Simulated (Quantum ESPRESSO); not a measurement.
# CdS (Greenockite): modes at Γ and the response to a field

Aim: the zone-centre modes of CdS (Greenockite).

Program: Quantum ESPRESSO 7.5. Level of theory: DFT LDA, scalar-relativistic, plane waves, GBRV ultrasoft pseudopotentials. Results are calculated unless marked as measured.

Most raw output is cut from this account.

The database entry behind the starting cell differs from later determinations by our own check (about 0.35 % long), so it need not match the best structure at ambient conditions.

## Step 1: The starting structure

The structure is hexagonal, space group P6_3mc (No. 186). Conventional cell: a = 4.150 Å, b = 4.150 Å, c = 6.737 Å, α = 90.00°, β = 90.00°, γ = 120.00°. Nearest to Cd lie 4 S at 2.53 to 2.54 Å. Nearest to S lie 4 Cd at 2.53 to 2.54 Å. Farther neighbours and most contacts between anions are not listed.

Structure file:

```cif
data_structure
_symmetry_space_group_name_H-M 'P 1'
_symmetry_Int_Tables_number 1
_cell_length_a 4.1500
_cell_length_b 4.1500
_cell_length_c 6.7370
_cell_angle_alpha 90.000
_cell_angle_beta 90.000
_cell_angle_gamma 120.000
_cell_volume 100.48
loop_
_atom_site_label
_atom_site_type_symbol
_atom_site_fract_x
_atom_site_fract_y
_atom_site_fract_z
_atom_site_occupancy
Cd1 Cd 0.33333 0.66667 0.00000 1
Cd2 Cd 0.66667 0.33333 0.50000 1
S3 S 0.33333 0.66667 0.37500 1
S4 S 0.66667 0.33333 0.87500 1
```

## Step 2: A first look

Before anything dear is run, a loose run with smearing shows whether this is a metal and how far the cell is from rest.

probe.in

```
&control
   calculation = 'scf'
   prefix = 'x'
   outdir = './tmp'
   pseudo_dir = './pseudo'
   tprnfor = .true.
   tstress = .true.
   verbosity = 'high'
/
&system
   ibrav = 4
   celldm(1) = 7.84236342
   celldm(3) = 1.62337349
   nat = 4
   ntyp = 2
   ecutwfc = 40.0
   ecutrho = 240.0
   occupations = 'smearing'
   smearing = 'gaussian'
   degauss = 0.01
/
&electrons
   conv_thr = 1.0d-07
   mixing_beta = 0.7
   electron_maxstep = 100
/
ATOMIC_SPECIES
 Cd    112.4140  Cd.upf
 S      32.0600  S.upf
ATOMIC_POSITIONS crystal
 Cd     0.333333333   0.666666667   0.000000000
 Cd     0.666666667   0.333333333   0.500000000
 S      0.333333333   0.666666667   0.375000000
 S      0.666666667   0.333333333   0.875000000
K_POINTS automatic
 6 6 4 0 0 0
```

The run is started by

```console
$ OMP_NUM_THREADS=1 mpirun -n 4 pw.x -nk 4 -in probe.in > probe.out
```

Wall time 28 s (4 MPI ranks of Intel Xeon at 2.50GHz (Skylake/Cascade Lake), shared host).

Numbers from this step:

```
volume per atom   : 25.12 Å³
pressure          : -3.039 GPa
gap on the k-mesh : 0.8780 eV
```

A gap of 0.88 eV opens on this mesh, so the crystal is taken as an insulator; the start stands at -3.0 GPa.

## Step 3: Relaxation

The relaxation runs at a cutoff a fifth above that of the response, since stress converges more slowly with the basis than frequencies do. Forces and stress are brought to rest with tight thresholds.

relax.in

```
&control
   calculation = 'vc-relax'
   prefix = 'x'
   outdir = './tmp'
   pseudo_dir = './pseudo'
   tprnfor = .true.
   tstress = .true.
   forc_conv_thr = 2.0d-05
   etot_conv_thr = 1.0d-07
   nstep = 40
/
&system
   ibrav = 4
   celldm(1) = 7.84236342
   celldm(3) = 1.62337349
   nat = 4
   ntyp = 2
   ecutwfc = 48
   ecutrho = 288.0
   occupations = 'fixed'
   nbnd = 20
/
&electrons
   conv_thr = 1.0d-11
   mixing_beta = 0.7
   electron_maxstep = 100
/
&ions
/
&cell
   press_conv_thr = 0.2
/
ATOMIC_SPECIES
 Cd    112.4140  Cd.upf
 S      32.0600  S.upf
ATOMIC_POSITIONS crystal
 Cd     0.333333333   0.666666667   0.000000000
 Cd     0.666666667   0.333333333   0.500000000
 S      0.333333333   0.666666667   0.375000000
 S      0.666666667   0.333333333   0.875000000
K_POINTS automatic
 6 6 4 0 0 0
```

The run is started by

```console
$ OMP_NUM_THREADS=1 mpirun -n 4 pw.x -nk 4 -in relax.in > relax.out
```

The job ended after 9.4 min (4 MPI ranks; 28 min of CPU time).

Step by step:

```
step  energy less that of the first step (eV)  largest force (eV/Å)  pressure (GPa)  volume (Å³)
   1                                   0.0000                0.0617           -3.00       100.48
   2                                  -0.0251                0.0448           -2.18        98.95
   3                                  -0.0468                0.0144           -0.83        96.70
   4                                  -0.0500                0.0056            0.06        95.36
   5                                  -0.0500                0.0029            0.00        95.45
   6                                  -0.0500                0.0022            0.00        95.45
   7                                  -0.0500                0.0015            0.00        95.45
   8                                  -0.0500                0.0006            0.00        95.45
   9                                  -0.0500                0.0003            0.00        95.45
  10                                  -0.0412                0.0002            0.16        95.45
```

| conventional cell, symmetrised | before | after | change |
| --- | --- | --- | --- |
| a (Å) | 4.150 | 4.075 | -1.8 % |
| b (Å) | 4.150 | 4.075 | -1.8 % |
| c (Å) | 6.737 | 6.638 | -1.5 % |
| volume (Å³/atom) | 25.12 | 23.86 | -5.0 % |

The relaxed structure:

```
CELL_PARAMETERS angstrom
4.07478 0.00000 0.00000
-2.03739 3.52886 0.00000
0.00000 0.00000 6.63774
ATOMIC_POSITIONS crystal
Cd 0.33333 0.66667 0.99945
Cd 0.66667 0.33333 0.49945
S 0.33333 0.66667 0.37555
S 0.66667 0.33333 0.87555
```

The last row of the table of steps is pw.x's closing run on a basis chosen anew for the final cell, so its energy can jump.

Numbers from this step:

- volume per atom: 23.86 Å³
- pressure: 0.1577 GPa
- gap on the k-mesh: 0.9892 eV

The volume changes by -5.0 % from the cell with which this run began.

## Step 4: Relaxing the cell and atoms

A variable-cell run keeps the plane waves of its start, so its end shows a stress on a fresh basis; a second run from that cell removes it.

relax.in: that of step 3 with these lines changed.

```diff
@@ -13,4 +13,4 @@
    ibrav = 4
-   celldm(1) = 7.84236342
-   celldm(3) = 1.62337349
+   celldm(1) = 7.70022053
+   celldm(3) = 1.62898088
    nat = 4
@@ -36,6 +36,6 @@
 ATOMIC_POSITIONS crystal
- Cd     0.333333333   0.666666667   0.000000000
- Cd     0.666666667   0.333333333   0.500000000
- S      0.333333333   0.666666667   0.375000000
- S      0.666666667   0.333333333   0.875000000
+ Cd     0.333333333   0.666666667  -0.000553084
+ Cd     0.666666667   0.333333333   0.499446916
+ S      0.333333333   0.666666667   0.375553084
+ S      0.666666667   0.333333333   0.875553084
 K_POINTS automatic
```

It took 3.7 min on 4 MPI ranks; 14 min of CPU time.

Little changed from the start: no atom moved by 0.005 Å and no cell edge by 0.1 %.

The last row of the table of steps is pw.x's closing run on a basis chosen anew for the final cell, so its energy can jump.

Read from the output:

```
volume per atom   : 23.92 Å³
pressure          : -0.006667 GPa
gap on the k-mesh : 0.9839 eV
```

The volume changes by +0.2 % from the cell with which this run began.

## Step 5: Ground state

The response is built on this ground state, so it is converged far tighter than an energy would need. With a gap, occupations are fixed, which also allows the response to an electric field.

scf.in

```
&control
   calculation = 'scf'
   prefix = 'x'
   outdir = './tmp'
   pseudo_dir = './pseudo'
   tprnfor = .true.
   tstress = .true.
/
&system
   ibrav = 4
   celldm(1) = 7.7062611
   celldm(3) = 1.62905149
   nat = 4
   ntyp = 2
   ecutwfc = 40.0
   ecutrho = 240.0
   occupations = 'fixed'
   nbnd = 20
/
&electrons
   conv_thr = 1.0d-12
   mixing_beta = 0.7
   electron_maxstep = 100
/
ATOMIC_SPECIES
 Cd    112.4140  Cd.upf
 S      32.0600  S.upf
ATOMIC_POSITIONS crystal
 Cd     0.333333333   0.666666667  -0.000554814
 Cd     0.666666667   0.333333333   0.499445186
 S      0.333333333   0.666666667   0.375554814
 S      0.666666667   0.333333333   0.875554814
K_POINTS automatic
 6 6 4 0 0 0
```

The run is started by

```console
$ OMP_NUM_THREADS=1 mpirun -n 4 pw.x -nk 4 -in scf.in > scf.out
```

Elapsed: 32 s, on 4 MPI ranks.

Read from the output:

```yaml
pressure: -0.02133 GPa
gap_on_the_k_mesh: 0.9838 eV
```

The cell stands at -0.021 GPa, close enough for phonons.

## Step 6: Linear response at Γ

At q = 0 one unit cell holds all displacements; symmetry groups them into irreducible representations that are solved one by one. The response to a field gives ε∞ and the Born charges, which polar modes need.

ph.in

```
phonons
&inputph
   prefix = 'x'
   outdir = './tmp'
   fildyn = 'g.dyn'
   tr2_ph = 1.0d-18
   epsil = .true.
/
0.000000000000 0.000000000000 0.000000000000
```

The run is started by

```console
$ OMP_NUM_THREADS=1 mpirun -n 4 ph.x -nk 4 -in ph.in > ph.out
```

The job ended after 15 min (4 MPI ranks).

This step gave:

```
miss of the charge sum rule                                       : 0.1309 e
largest acoustic frequency at the zone centre before the sum rule : -7.7 cm⁻¹
highest optical zone-centre mode (no LO-TO term)                  : 308.3 cm⁻¹
lowest optical zone-centre mode                                   : 40.42 cm⁻¹
mean high-frequency dielectric constant                           : 7.905
largest Born charge in size (third of the trace)                  : 2.208 e
```

Born charge (rows field, columns displacement), before the sum rule (e), principal values of the symmetric part by kind of site:

| atom | atoms with these values | low | middle | high | mean |
| --- | --- | --- | --- | --- | --- |
| Cd1 | 2 | 2.13 | 2.13 | 2.21 | 2.16 |
| S3 | 2 | -2.23 | -2.19 | -2.19 | -2.21 |

In full for Cd1:

```
2.13 0.00 0.00
0.00 2.13 0.00
0.00 0.00 2.21
```

High-frequency dielectric tensor:

```
8.00 0.00 0.00
0.00 8.00 0.00
0.00 0.00 7.71
```

The acoustic modes at Γ come out as far as 7.7 cm⁻¹ from zero, where they should vanish, a small numerical error; the Born charges miss their sum rule by 0.13 e, too much: mesh or cutoff is short for the field response.

## Step 7: Modes with the sum rule

A rigid shift of the crystal must cost nothing, but grids and finite bases break this; the acoustic sum rule is imposed before the matrix is diagonalised again. With Born charges the intensities follow, and the static dielectric tensor.

dynmat.in

```
&input
   fildyn = 'g.dyn'
   asr = 'crystal'
   fileig = 'dynmat.eig'
   lperm = .true.
/
```

The run is started by

```console
$ dynmat.x -in dynmat.in > dynmat.out
```

Wall time 0.8 s (1 thread).

Read from the output:

```
mean static dielectric constant : 11.14
```

Unit eigenvectors of the mass-weighted matrix after the sum rule; no LO-TO term. The modes at Γ (shares of kinetic energy by element, %):

```csv
mode,frequency (cm⁻¹),symmetry,Cd %,S %
1,0.0,acoustic,78,22
2,0.0,acoustic,78,22
3,0.0,acoustic,78,22
4,40.4,E2,83,17
5,40.4,E2,83,17
6,136.9,B1,97,3
7,241.9,A1,22,78
8,248.8,E1,22,78
9,248.8,E1,22,78
10,262.2,E2,17,83
11,262.2,E2,17,83
12,308.3,B1,3,97
```

Displacements in mode 5 (40.4 cm⁻¹), the largest set to 1:
```
Cd1  0.25  1.00  0.00
Cd2 -0.25 -1.00  0.00
S3  -0.22 -0.86  0.00
S4   0.22  0.86  0.00
```

Displacements in mode 12 (308.3 cm⁻¹), the largest set to 1:
```
Cd1  0.00  0.00 -0.10
Cd2  0.00  0.00  0.10
S3   0.00  0.00  1.00
S4   0.00  0.00 -1.00
```

Degenerate modes summed, no LO-TO term. Lines of the infrared spectrum (strongest = 100):

```csv
position (cm⁻¹),lines merged,label,"IR intensity, relative"
40,2,E2,0.0
137,1,B1,0.0
242,1,A1,53
249,2,E1,100
262,2,E2,0.0
308,1,B1,0.0
```

Static dielectric tensor (ions relaxed, fixed cell):

```
11.11  0.00  0.00
 0.00 11.11  0.00
 0.00  0.00 11.20
```

The rule moves no optical mode by more than 0.1 cm⁻¹.

## Step 8: Sum rules set otherwise: a sum rule for molecules or wires on a crystal

This rule also removes rotations, which suits wires and not a crystal; it is tried to see the harm.

dynmat.in

```
&input
   fildyn = 'g.dyn'
   asr = 'one-dim'
   fileig = 'dynmat.eig'
   lperm = .true.
/
```

The run is started by

```console
$ dynmat.x -in dynmat.in > dynmat.out
```

Wall time 0.72 s (1 thread).

The program raised no error, yet the settings are not those of a careful run.

The fault: a sum rule for molecules or wires on a crystal; 1 optical mode is projected out to zero frequency, as if it were a rotation.

For a crystal the rule has to be 'simple' or 'crystal'.

Zone-centre frequencies as printed; negative means imaginary. Modes:

```
mode  frequency (cm⁻¹)
   1                 0
   2                 0
   3                 0
   4                 0
   5             40.42
   6             52.21
   7             136.9
   8             241.9
   9             248.8
  10             248.8
  11             262.2
  12             308.3
```

## Step 9: Sum rules set otherwise (asr no)

Without the rule the raw error of the acoustic modes shows.

dynmat.in

```
&input
   fildyn = 'g.dyn'
   asr = 'no'
   fileig = 'dynmat.eig'
   lperm = .true.
/
```

The run is started by

```console
$ dynmat.x -in dynmat.in > dynmat.out
```

Run time: 0.71 s. Hardware: 1 thread.

Read from the output:

```
mean static dielectric constant : 11.18
```

Zone-centre frequencies as printed; negative means imaginary. Modes:

```csv
mode,frequency (cm⁻¹)
1,-7.7
2,-7.7
3,-7.46
4,40.42
5,40.42
6,136.9
7,242
8,248.8
9,248.8
10,262.2
11,262.2
12,308.3
```

Against the first rule no mode moves by more than 7.8 cm⁻¹.

## Step 10: Modes along a direction of q (1 0 0)

A longitudinal polar mode sets up a macroscopic field that stiffens it; the term hangs on the direction from which q goes to zero.

dynmat.in

```
&input
   fildyn = 'g.dyn'
   asr = 'crystal'
   fileig = 'dynmat.eig'
   q(1) = 1.0
   q(2) = 0.0
   q(3) = 0.0
/
```

The run is started by

```console
$ dynmat.x -in dynmat.in > dynmat.out
```

Wall time 0.66 s (1 thread).

This step gave:

```yaml
highest_mode_moved_by_the_lo_to_term: 293.2 cm⁻¹
```

Zone-centre frequencies as printed; negative means imaginary. Modes:

| mode | frequency (cm⁻¹) |
| --- | --- |
| 1 | 0 |
| 2 | 0 |
| 3 | 0 |
| 4 | 40.42 |
| 5 | 40.42 |
| 6 | 136.9 |
| 7 | 241.9 |
| 8 | 248.8 |
| 9 | 262.2 |
| 10 | 262.2 |
| 11 | 293.2 |
| 12 | 308.3 |

The field moves one mode, from 249 to 293 cm⁻¹; the others stay.

## Step 11: The LO-TO splitting (0 0 1)

dynmat.in

```
&input
   fildyn = 'g.dyn'
   asr = 'crystal'
   fileig = 'dynmat.eig'
   q(1) = 0.0
   q(2) = 0.0
   q(3) = 1.0
/
```

The run is started by

```console
$ dynmat.x -in dynmat.in > dynmat.out
```

Elapsed: 0.71 s, on 1 thread.

This step gave:

* highest mode moved by the LO-TO term: 291.5 cm⁻¹

Zone-centre frequencies as printed; negative means imaginary. Modes:

```csv
mode,frequency (cm⁻¹)
1,0
2,0
3,0
4,40.42
5,40.42
6,136.9
7,248.8
8,248.8
9,262.2
10,262.2
11,291.5
12,308.3
```

The field moves one mode, from 242 to 292 cm⁻¹; the others stay.

## Step 12: Modes along a direction of q (1 1 1)

dynmat.in

```
&input
   fildyn = 'g.dyn'
   asr = 'crystal'
   fileig = 'dynmat.eig'
   q(1) = 1.0
   q(2) = 1.0
   q(3) = 1.0
/
```

The run is started by

```console
$ dynmat.x -in dynmat.in > dynmat.out
```

Wall time 0.75 s (1 thread).

This step gave:

```yaml
highest_mode_moved_by_the_lo_to_term: 292.7 cm⁻¹
```

Zone-centre frequencies as printed; negative means imaginary. Modes:

```csv
mode,frequency (cm⁻¹)
1,0
2,0
3,0
4,40.42
5,40.42
6,136.9
7,244.1
8,248.8
9,262.2
10,262.2
11,292.7
12,308.3
```

The field moves 2 modes; the highest of them now lies at 293 cm⁻¹, where the highest that moved away lay at 249.

## Step 13: Summary of results

| Quantity | Value |
| --- | --- |
| space group after relaxation | P6_3mc |
| volume per atom | 23.9 Å³ |
| gap on the k-mesh | 0.984 eV |
| highest optical zone-centre mode (no LO-TO term) | 308.3 cm⁻¹ |
| lowest optical zone-centre mode | 40.4 cm⁻¹ |
| highest mode moved by the LO-TO term (probably not converged in the k mesh) | 293.2 cm⁻¹ |
| mean high-frequency dielectric constant (probably not converged in the k mesh) | 7.90 |
| largest Born charge in size (third of the trace) (probably not converged in the k mesh) | 2.21 e |
| mean static dielectric constant (probably not converged in the k mesh) | 11.1 |
| imaginary optical modes at the zone centre (no q mesh in this session) | none |

In words: At the LDA level the optical modes of CdS (Greenockite) at the zone centre (no LO-TO term) run from 40 to 308 cm⁻¹. Along the directions run, the highest mode that the macroscopic field moves lies at 293 cm⁻¹. Lattice motion raises the mean dielectric constant from 7.905 to 11.14. The Born charges miss their sum rule by 0.13 e, a sign that the k mesh or the cutoff is short for the field response. ε∞, the Born charges and what follows from them are probably not converged in the k mesh. Of the 9 optical modes, 4 are Raman active alone, 2 are silent and 3 are both infrared and Raman active. These are harmonic frequencies at zero temperature: anharmonic shifts and linewidths and thermal expansion are left out.

[Host names and launcher messages were left out of these logs when they were recorded.]

[Logs are printed without paths, hosts, clocks, repeated set-up lines and the standing remarks that a program may print on its own settings, such as how far it seeks lower states.]

[Hosts, paths, dates, database ids (printed as entryN), source tags and the programs' standing remarks are cut or masked in the printed files.]
